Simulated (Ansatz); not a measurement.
# Electron–phonon scattering in Pb(111) film of 4 layers, part 2 of 3

Wanted: the electron–phonon coupling λ, α²F(ω) and the phonon-limited resistivity of Pb(111) film of 4 layers, on meshes from cheap to dear.

Ansatz 0.2.0; DFT PBE, scalar-relativistic, plane waves, PAW; PAW set soft_1.

So far: Starting point; Relaxing cell and atoms.

## Step 3: Tight relaxation

Residual forces and stress shift phonon frequencies, so the cell is relaxed again, with tight thresholds and the mesh and smearing of this input.

Input file input.yaml:

```yaml
crystal:
  lattice:
    - [3.514426722, 0.0, 0.0]
    - [-1.757213361, 3.043582821, 0.0]
    - [0.0, 0.0, 40.9473019119]
  atoms:
    - { symbol: Pb, position: [0.0, 0.0, 0.1339492462] }
    - { symbol: Pb, position: [0.3333333333, 0.6666666667, 0.2017748192] }
    - { symbol: Pb, position: [0.6666666667, 0.3333333333, 0.2762456873] }
    - { symbol: Pb, position: [0.0, 0.0, 0.3440712603] }
  periodic: [true, true, false]
kpoints:
  mp_grid: { grid: [9, 9, 1] }
hamiltonian:
  xc: pbe
  pseudopotentials: { kind: paw, azcp: { folder: soft_1 } }
scf:
  occupations: { method: methfessel_paxton, width: 0.2 }
output:
  forces: true
  stress: true
  eigenvalues: true
relax:
  adjacent_minimum: "off"
  f_tol: 0.001
  max_steps: 60
  cell: { stress_2d_tol: 0.002 }
```

Started as:

```
$ ansatz run input.yaml --threads 4 --pin off --max-ram 20480MiB --backend cpu --events-out ev --progress --plain --runs-dir out
```

Numbers of over 12 decimals in the logs are rounded to 6 here.

What it wrote:

```text
[the first part of the log is left out]
  E_aug_tail   = -0.000033  (compensation charges beyond the density's cutoff)
  E_ewald      = 81105.435179
  E_smearing   = -0.002497  (= −TS)
  E_closure    = 0.000000  (closes the sum)
  Σ components = -47635.011999   (vs F -47635.011999, Δ=0.00e0)
--- Forces (eV/Å), atoms counted from 1 ---
  atom   1  Pb     0.00000000    -0.00000000     0.00066430
  atom   2  Pb     0.00000000     0.00000000    -0.00094645
  atom   3  Pb     0.00000000    -0.00000000     0.00094645
[...]
P = ½ c Tr σ = -0.0013 N/m
--- Band table (eV; the first three rows and the last of 12) ---
[...]
° read free of the cell's end (the report's vacuum.weakly_bound_levels)
--- Relaxed structure (2 steps of the walk, 2 accepted, 1 SCFs on fresh bases) ---
[...]
cell:  # Å, volume = 438.0353 Å³
    - [3.514606, 0.0, 0]
    - [-1.757303, 3.043738, 0]
    - [0, 0, 40.9473019119]
  atoms:
    - { symbol: Pb, position: [0, 0, 0.133906] }
    - { symbol: Pb, position: [0.333333, 0.666667, 0.201750] }
    - { symbol: Pb, position: [0.666667, 0.333333, 0.276270] }
    - { symbol: Pb, position: [0, 0, 0.344115] }
```

The job ended after 13 s (4 threads of Arm Neoverse V1, shared host; peak memory 0.81 GiB).

Little changed from the start: no atom moved by 0.005 Å and no cell edge by 0.1 %.

## Step 4: Phonons: q 2×2×1, k 6×6×1

Before any scattering is computed, the phonons show whether the structure is a minimum.

Input file input.yaml:

```yaml
crystal:
  lattice:
    - [3.5146055303, 0.0, 0.0]
    - [-1.7573027651, 3.0437376735, 0.0]
    - [0.0, 0.0, 40.9473019119]
  atoms:
    - { symbol: Pb, position: [0.0, 0.0, 0.1339059504] }
    - { symbol: Pb, position: [0.3333333333, 0.6666666667, 0.2017504369] }
    - { symbol: Pb, position: [0.6666666667, 0.3333333333, 0.2762700696] }
    - { symbol: Pb, position: [0.0, 0.0, 0.3441145561] }
  periodic: [true, true, false]
kpoints:
  mp_grid: { grid: [6, 6, 1] }
hamiltonian:
  xc: pbe
  pseudopotentials: { kind: paw, azcp: { folder: soft_1 } }
scf:
  occupations: { method: methfessel_paxton, width: 0.2 }
output:
  eigenvalues: true
phonons:
  method: dfpt
  qmesh: [2, 2, 1]
  temperatures: { t_max: 1000, t_step: 50 }
  qpath:
    path:
      - [0.0, 0.0, 0.0]
      - [0.5, 0.0, 0.0]
      - [0.33333333, 0.33333333, 0.0]
      - [0.0, 0.0, 0.0]
    npoints: 10
```

What it wrote:

```text
Warning: crystal.symmetry: narrowed to the stabiliser of the run's FFT grids — unitary ops 12 → 6. A phonons.method: dfpt run fills in the rows of the dynamical matrix that it does not solve by its symmetry operations, which is exact only for operations that map its FFT grids onto themselves: filled in by any other, the frequencies could depend on the order in which like atoms are typed, or, by more than the grids' own error, on where the crystal sits among the grids' points. Excluded: 6 operations. The run can therefore solve more perturbations, solve them on more k-points, or both, and cost more. [rest of the remark cut]
[...]
Crystal: 4 atoms, lattice volume = 438.035 Å³
Basis set: ecut = 420 eV, 8531 PW (Γ), exchange–correlation on 48×48×576 points (8 copies of the dense FFT grid, shifted against one another)
Bands: 34, of which v1, the nominal top of the filled ones, is band 28 counted from 1 (27 counted from 0)
Symmetry: 12 space group operations
k-points: 7 of 36 (irreducible under 6 space group operations, time reversal used)
[...]
SCF iter  11: F=-47634.882214 eV  HF=-47634.882214 eV  |F-HF|=4.37e-11  |Δ(HF+E_count)|=  5.68e-10  S|Δr|=    0.00e0  Δρ=2.15e-8  dr2=2.93e-12  ethr=1.00e-12  ⟨swp⟩=16.7  Hψ=1986  notcnv=0
SCF 1 converged in 11 iterations: F = -47634.882214 eV  dr2 = 2.93e-12
[...]
phonons: the bands overlap, so this run is a metal and interpolates without the dipole-dipole term. If the crystal is really an insulator or semiconductor, its LO-TO splitting is missing
NSCF: frozen V_eff on 7 k-points
[...]
DFPT response loops at q = (0, 0, 0) (fractional): preconditioner auto → none (partly filled bands, converged f_vac=0.680); β = 0.50; Broyden in place of MSR1
[...]
SCF converged after 11 iterations
Stability not checked: this state was not tested for a lower state beside it, because cold or Methfessel-Paxton smearing, or corrected tetrahedra, fill the levels in a way that the test cannot read (fill_not_monotonic; see scf.lower_state_search)
Free energy (F): -47634.882214 eV
[...]
Internal energy: -47634.888179 eV  (E = F + TS)
E sigma→0 (E₀):  -47634.883705 eV
Entropy (-TS):   0.005965 eV (1.491 meV/atom)
Fermi energy:    -3.852296 eV
Step filling:    the computed levels leave a gap of 0.2378 eV = 1.2 smearing widths at the electron count; against every level under it full and every level over it empty, smearing changes F+E_penalty+E_count by +7.448 meV and its σ→0 estimate by +5.957 meV
[...]
--- Band table (eV; the first three rows and the last of 7) ---
  k-point 0: bands = [... 24 lower, -7.1988, -5.4125, -2.7872, -0.9042 (-0.9051°), -0.1410 (-0.1756°), 0.3798, 0.9593, 1.4243, ... 2 higher]
  k-point 1: bands = [... 24 lower, -6.6890, -4.9909, -2.6767, -1.5079 (-1.5079°), -1.2723 (-1.2723°), -0.5261 (-0.5266°), -0.0754 (-0.0765°), 0.2553 (0.2330°), ... 2 higher]
  k-point 2: bands = [... 24 lower, -5.8846, -5.6398, -5.1571, -4.3945, -3.7423, -2.8978, -1.2097, -0.9441, ... 2 higher]
  k-point 6: bands = [... 24 lower, -6.1416, -6.1416, -5.8657, -5.3234, -5.3234, -4.8553, -4.1143, -4.1143, ... 2 higher]
  ° read free of the cell's end (the report's vacuum.weakly_bound_levels)
--- Phonons (Γ-DFPT): 8 representative perturbations + reference (Σ response iterations 30) ---
  ASR residual: 1.515e-4 → 0.000e0 eV/Å²; symmetrization residual: 5.342e-5 eV/Å²
  The last average, over the group as it would stand without the narrowing to the FFT grids, took up to 6.047e-5 eV/Å² of the zone centre's force constants
  ASR residual per site (eV/Å²): 1.42e-4 1.29e-4 1.39e-4 1.51e-4
  Γ frequencies (cm⁻¹): 0.00 0.00 0.00 14.11 14.11 24.56 29.20 29.20 35.21 35.21 53.83 76.65
--- Phonons (arbitrary-q DFPT): 2 irreducible q on the 2×2×1 mesh ---
  q = [0.0000, 0.0000, 0.0000] (star 1, of the zone-centre solve; hermiticity 5.00e-5, symmetrization 4.64e-11, taken by the last average 2.83e-5): -0.00 -0.00 0.00 14.11 14.11 24.56 29.20 29.20 35.21 35.21 53.83 76.65
  q = [0.0000, -0.5000, 0.0000] (star 3, 12 solved perturbations on 13 of 36 k-point pairs; hermiticity 2.86e-5, symmetrization 9.29e-6, taken by the last average 4.49e-5): 30.71 30.97 34.41 35.41 39.92 44.11 45.28 49.85 62.09 66.97 75.23 79.59
  sum rule: each row above includes the acoustic sum rule's correction from the zone centre's row sums; it moved no ω² by more than (0.45 cm⁻¹)²
  mesh force constants: q→R imaginary residual 2.14e-17; ASR residual 1.515e-4 → 0.000e0 eV/Å²; symmetrization residual 1.443e-15 eV/Å²
  interpolated dispersion: 31 rows × 12 modes
  density of states and harmonic sums: on the 20×20×1 q-mesh, interpolated from the force constants of a 2×2×1 supercell (no non-analytic term)
  largest difference from the sums on the solved wave vectors: F 1.95e-1 eV, S 2.59e-4 and C_V 6.40e-5 eV/K
  zero-point energy: 0.033907 eV/cell   skipped modes (ω ≤ 0): 3   left out of the sums: 6.25e-4 of the cell's modes: C_V's classical limit lies that fraction below 3 k_B per atom; for a crystal, a wire or a layer, F and S can be off by more, and a phonons.interpolated_qmesh denser along its periods is the remedy for the sampling
```

Elapsed: 2 min, on 4 threads; peak memory 1.5 GiB.

In the SCF lines HF is the Harris–Foulkes energy and dr2 the Hartree energy of the density residual, in eV; the loop may stop once dr2 is under the threshold and the program's other checks hold. Hψ counts applications of the Hamiltonian.

This step gave:

```yaml
zero_point_energy: 0.03391 eV/cell
share_of_imaginary_modes_in_the_plain_interpolation_between_solved_wavevectors: 0
highest_frequency_solved_or_plainly_interpolated: 79.6 cm⁻¹
```

Solved on the 2×2×1 mesh alone; all other wavevectors are interpolated. The phonon branches at the labelled points (cm⁻¹):

```tsv
point	branch 1	branch 2	branch 3	branch 4	branch 9	branch 10	branch 11	branch 12
Γ	0	0	0	14	35	35	54	77
halfway	20	23	25	29	54	56	63	68
M	31	31	34	35	62	67	75	80
halfway	35	35	40	41	60	64	72	76
K	36	41	41	45	63	63	63	70
halfway	24	26	31	32	58	58	65	66
Γ	0	0	0	14	35	35	54	77
```

Among the solved wavevectors the lowest mode, translations apart, is 14.1 cm⁻¹, so these are real on this k mesh.

## Step 5: Electron–phonon run: q 2×2×1, k 6×6×1, scattering 8×8×1

A first run on coarse meshes.

input.yaml: that of step 4 with these lines changed.

```diff
@@ -31 +31,5 @@
     npoints: 10
+  electrical_resistivity:
+    mesh: [8, 8, 1]
+    temperatures: [20.0, 50.0, 77.0, 100.0, 150.0, 200.0, 300.0, 400.0, 600.0, 800.0]
+  electron_occupations: "off"
```

What it wrote:

```text
[...]
Crystal: 4 atoms, lattice volume = 438.035 Å³
Basis set: ecut = 420 eV, 8531 PW (Γ), exchange–correlation on 48×48×576 points (8 copies of the dense FFT grid, shifted against one another)
Bands: 34, of which v1, the nominal top of the filled ones, is band 28 counted from 1 (27 counted from 0)
Symmetry: 12 space group operations
k-points: 7 of 36 (irreducible under 6 space group operations, time reversal used)
[...]
SCF iter  11: F=-47634.882214 eV  HF=-47634.882214 eV  |F-HF|=4.37e-11  |Δ(HF+E_count)|=  5.68e-10  S|Δr|=    0.00e0  Δρ=2.15e-8  dr2=2.93e-12  ethr=1.00e-12  ⟨swp⟩=16.7  Hψ=1986  notcnv=0
SCF 1 converged in 11 iterations: F = -47634.882214 eV  dr2 = 2.93e-12
[...]
k-points: 7 of 36
[...]
SCF iter  11: F=-47634.882214 eV  HF=-47634.882214 eV  |F-HF|=3.64e-11  |Δ(HF+E_count)|=  5.68e-10  S|Δr|=    0.00e0  Δρ=2.17e-8  dr2=2.88e-12  ethr=1.00e-12  ⟨swp⟩=4.1  Hψ=712  notcnv=0
SCF 2 converged in 11 iterations: F = -47634.882214 eV  dr2 = 2.88e-12
[...]
SCF converged after 11 iterations
[...]
Free energy (F): -47634.882214 eV
[...]
Internal energy: -47634.888179 eV  (E = F + TS)
E sigma→0 (E₀):  -47634.883705 eV
Entropy (-TS):   0.005965 eV (1.491 meV/atom)
Fermi energy:    -3.852296 eV
[...]
--- Band table (eV; the first three rows and the last of 7) ---
  k-point 0: bands = [... 24 lower, -7.1988, -5.4125, -2.7872, -0.9042 (-0.9051°), -0.1410 (-0.1756°), 0.3798, 0.9593, 1.4243, ... 2 higher]
  k-point 1: bands = [... 24 lower, -6.6890, -4.9909, -2.6767, -1.5079 (-1.5079°), -1.2723 (-1.2723°), -0.5261 (-0.5266°), -0.0754 (-0.0765°), 0.2553 (0.2330°), ... 2 higher]
  k-point 2: bands = [... 24 lower, -5.8846, -5.6398, -5.1571, -4.3945, -3.7423, -2.8978, -1.2097, -0.9441, ... 2 higher]
  k-point 6: bands = [... 24 lower, -6.1416, -6.1416, -5.8657, -5.3234, -5.3234, -4.8553, -4.1143, -4.1143, ... 2 higher]
  ° read free of the cell's end (the report's vacuum.weakly_bound_levels)
[...]
ASR residual: 7.049e-6 → 0.000e0 eV/Å²; symmetrization residual: 4.675e-7 eV/Å²
[...]
ASR residual per site (eV/Å²): 6.87e-6 7.05e-6 6.97e-6 6.49e-6
[...]
--- Phonons (arbitrary-q DFPT): 2 irreducible q on the 2×2×1 mesh ---
[...]
interpolated dispersion: 31 rows × 12 modes
[...]
--- Electrical resistivity: potentials and phonons of a 2×2×1 supercell ---
  scattering by harmonic phonons alone, with no dipole-dipole term; scattering by other electrons, impurities, surfaces and spin disorder is left out, and so is spin–orbit coupling
  the resistivity is that of a variational response, whose dependence on the energy is improved iteratively
  tensors lie in the sheet's plane, the Hall coefficient along its normal; that, the resistivity and the plasma energy are of the whole cell, vacuum included; the cell is 40.947 Å high
  at the Fermi level of each mesh (of a tensor half of its trace):
           mesh   spin    states/(eV spin)  plasma energy (eV)         λ      λ_tr    ħω_log (meV)
          8×8×1                     0.8983              3.9521    1.0749    0.9025           4.532
          4×4×1                     0.7421              4.0400    0.8659    0.7333           4.917
  resistivity on the deck's mesh, µΩ·cm:
     T (K)       trace/2  mesh converged            xx            yy            zz    lowest order   relaxation time
     20.00      1.9636e0              no      1.9636e0      1.9636e0      0.0000e0        2.3470e0          2.3632e0
     50.00      9.6079e0              no      9.6079e0      9.6079e0      0.0000e0        1.0175e1          1.1018e1
     77.00      1.6114e1              no      1.6114e1      1.6114e1      0.0000e0        1.6898e1          1.8355e1
    100.00      2.1457e1              no      2.1457e1      2.1457e1      0.0000e0        2.2458e1          2.4392e1
    150.00      3.2828e1              no      3.2828e1      3.2828e1      0.0000e0        3.4327e1          3.7263e1
    200.00      4.4062e1              no      4.4062e1      4.4062e1      0.0000e0        4.6071e1          4.9981e1
    300.00      6.6383e1              no      6.6383e1      6.6383e1      0.0000e0        6.9426e1          7.5261e1
    400.00      8.8573e1              no      8.8573e1      8.8573e1      0.0000e0        9.2674e1          1.0039e2
    600.00      1.3268e2              no      1.3268e2      1.3268e2      0.0000e0        1.3898e2          1.5036e2
    800.00      1.7677e2              no      1.7677e2      1.7677e2      0.0000e0        1.8543e2          2.0027e2
  sheet resistance at 20 K: 4.795 Ω
  mean free path at 20 K (of a tensor half of its trace): 215 nm by what each carries, 168 by the Fermi surface alone
  Hall coefficient in a weak field at 20 K (along the normal): 5.986e-10 m³/C (how far it moves between the two finest meshes is not known); by each state's relaxation time: 5.406e-10 m³/C; by a constant relaxation time: 1.207e-10 m³/C
  sheet resistance at 50 K: 23.46 Ω
[...]
sheet resistance at 77 K: 39.35 Ω
[...]
sheet resistance at 100 K: 52.40 Ω
[...]
sheet resistance at 150 K: 80.17 Ω
[...]
sheet resistance at 200 K: 107.6 Ω
[...]
sheet resistance at 300 K: 162.1 Ω
[...]
sheet resistance at 400 K: 216.3 Ω
[...]
sheet resistance at 600 K: 324.0 Ω
[...]
sheet resistance at 800 K: 431.7 Ω
[...]
the resistivity times a path that all electrons share, by the Fermi surface of the deck's mesh alone (half of the trace): 3.306e-15 Ω·m²
  not converged in the mesh (λ; λ_tr; the resistivity at 20 K by 35.46 %; the resistivity at 50 K by 33.35 %; the resistivity at 77 K by 40.40 %; the resistivity at 100 K by 42.63 %; the resistivity at 150 K by 42.55 %; the resistivity at 200 K by 40.43 %; the resistivity at 300 K by 36.58 %; the resistivity at 400 K by 33.18 %; the resistivity at 600 K by 29.58 %; the resistivity at 800 K by 26.89 %): between neighb [...]
  vibrations of 4 cells: unjudged by the run; compare a larger repeat
  the changes of the potential over all sites missed a rigid shift's by 0.40 % (the site terms' by 0.23 %)
  between the force constants' wavevectors the phonons are obtained by Fourier interpolation alone: phonons.electron_occupations is off
```

The job ended after 3.1 min (4 threads; peak memory 3.9 GiB).

Numbers from this step:

- cell height: 40.95 Å
- sheet resistance 300K: 162.1 Ω/square, mean in the plane
- resistivity at 300 K: 66.38 μΩ cm, mean of the axes, of the whole cell with its vacuum
- coupling constant λ: 1.075
- density of states at the Fermi level: 0.8983 states/eV a spin and cell
- log mean phonon energy ħω_log: 4.532 meV
- transport coupling constant λ_tr: 0.9025, 0.9025, 0 (xx, yy, zz)
- Drude plasma energy: 3.952, 3.952, 0 eV (xx, yy, zz), of the whole cell with its vacuum
- second-moment phonon energy ħω₂: 5.306 meV, from the broadened α²F curve

The Eliashberg function α²F has structure finer than the step of the table below, so its rows give means over 0.5 meV, whole bins alone (the curve runs from 0.039 to 9.83 meV). Peaks (meV: height): α²F 4.43: 0.703, 5.13: 0.533, 5.51: 0.493, 6.05: 0.602, 6.21: 0.627, 6.82: 0.634, 7.52: 0.724; α²F tr 4.43: 0.653, 5.51: 0.419, 6.05: 0.510, 6.21: 0.603, 6.82: 0.544, 7.52: 0.816, 8.60: 0.371.

The Eliashberg function α²F by phonon energy; means over each step:

```tsv
phonon energy (meV)	α²F	α²F tr
0.5	0.00303	0.00197
1.0	0.0159	0.0102
1.5	0.0305	0.0175
2.0	0.0607	0.0295
2.5	0.110	0.0551
3.0	0.172	0.104
3.5	0.342	0.246
4.0	0.604	0.542
4.5	0.601	0.532
5.0	0.470	0.403
5.5	0.439	0.365
6.0	0.487	0.414
6.5	0.398	0.370
7.0	0.367	0.330
7.5	0.450	0.489
8.0	0.236	0.279
8.5	0.247	0.227
9.0	0.217	0.227
9.5	0.0809	0.0972
```

By its own test the run is not converged in the mesh. λ = 1.07 and 162 Ω per square at 300 K. The run's own test puts 37 % between its two finest meshes on the component of the resistivity at 300 K that moves most, so it is not converged. By the run's own test λ moves by 19 % between its two finest scattering meshes.

## Step 6: Coupling and resistivity: q 3×3×1, k 9×9×1, scattering 12×12×1

The next rung changes the q mesh, which sets the reach of the force constants and couplings; the k mesh of the density and its response; the scattering mesh, which samples the Fermi surface; the phonon self-energy between the q points, now taken in.

input.yaml: that of step 5 with these lines changed.

```diff
@@ -12,3 +12,3 @@
 kpoints:
-  mp_grid: { grid: [6, 6, 1] }
+  mp_grid: { grid: [9, 9, 1] }
 hamiltonian:
@@ -22,3 +22,3 @@
   method: dfpt
-  qmesh: [2, 2, 1]
+  qmesh: [3, 3, 1]
   temperatures: { t_max: 1000, t_step: 50 }
@@ -32,4 +32,3 @@
   electrical_resistivity:
-    mesh: [8, 8, 1]
+    mesh: [12, 12, 1]
     temperatures: [20.0, 50.0, 77.0, 100.0, 150.0, 200.0, 300.0, 400.0, 600.0, 800.0]
-  electron_occupations: "off"
```

What it wrote:

```text
[...]
Crystal: 4 atoms, lattice volume = 438.035 Å³
Basis set: ecut = 420 eV, 8531 PW (Γ), exchange–correlation on 48×48×576 points (8 copies of the dense FFT grid, shifted against one another)
Bands: 34, of which v1, the nominal top of the filled ones, is band 28 counted from 1 (27 counted from 0)
Symmetry: 12 space group operations
[...]
sheet resistance at 300 K: 162.7 Ω
[...]
sheet resistance at 400 K: 217.1 Ω
[...]
sheet resistance at 600 K: 324.7 Ω
[...]
sheet resistance at 800 K: 432.1 Ω
[...]
vibrations of 9 cells: unjudged by the run; compare a larger repeat
[...]
at the force constants' own smearing the fine mesh and the k-points of their solves give squared frequencies that differ by 56.2 % of the larger at the most, at (0, 0.3333, 0)
[key lines of the parts left out:]
SCF converged after 11 iterations
Free energy (F): -47635.011999 eV
Fermi energy:    -3.857448 eV
```

Run time: 13 min. Hardware: 4 threads; peak memory 8.3 GiB.

Numbers from this step:

| Property | Result |
| --- | --- |
| zero point energy | 0.03547 eV/cell |
| highest frequency, solved or plainly interpolated | 81.1 cm⁻¹ |
| sheet resistance 300K | 162.7 Ω/square, mean in the plane |
| resistivity at 300 K | 66.62 μΩ cm, mean of the axes, of the whole cell with its vacuum |
| coupling constant λ | 1.104 |
| density of states at the Fermi level | 0.9936 states/eV a spin and cell |
| log mean phonon energy ħω_log | 4.78 meV |
| transport coupling constant λ_tr | 0.9723, 0.9723, 0 (xx, yy, zz) |
| Drude plasma energy | 4.08, 4.08, 0 eV (xx, yy, zz), of the whole cell with its vacuum |
| second-moment phonon energy ħω₂ | 5.679 meV, from the broadened α²F curve |

Of the whole cell with its vacuum, so only the sheet resistance is a property of the layer; the means are those of the plane. Resistivity, by row:

```tsv
T (K)	ρ_xx (μΩ cm)	ρ_yy	ρ_zz	ρ by Ziman's lowest order, mean	ρ by relaxation times, mean	within 2 % of the coarser mesh
20	1.798	1.798	-	2.247	2.088	no
50	9.46	9.46	-	10.17	10.39	no
77	16.01	16.01	-	17	17.5	no
100	21.39	21.39	-	22.65	23.34	no
150	32.82	32.82	-	34.73	35.77	no
200	44.14	44.14	-	46.71	48.09	no
300	66.62	66.62	-	70.52	72.58	no
400	88.88	88.88	-	94.09	96.85	no
600	133	133	-	140.7	145	no
800	176.9	176.9	-	187.2	193.1	no
```

The run reports squared frequencies that differ by up to 56 % between the solve mesh and the fine mesh. By its own test the run is not converged in the mesh. λ = 1.10 and 163 Ω per square at 300 K, against 1.07 and 162 in the run with q 2×2×1, k 6×6×1, scattering 8×8×1 (+2.7 % and +0.4 %).

[end of part 2 of 3]

[Logs are printed without paths, hosts, clocks, repeated set-up lines and the standing remarks that a program may print on its own settings, such as how far it seeks lower states.]

[Hosts, paths, dates, database ids (printed as entryN), source tags and the programs' standing remarks are cut or masked in the printed files.]
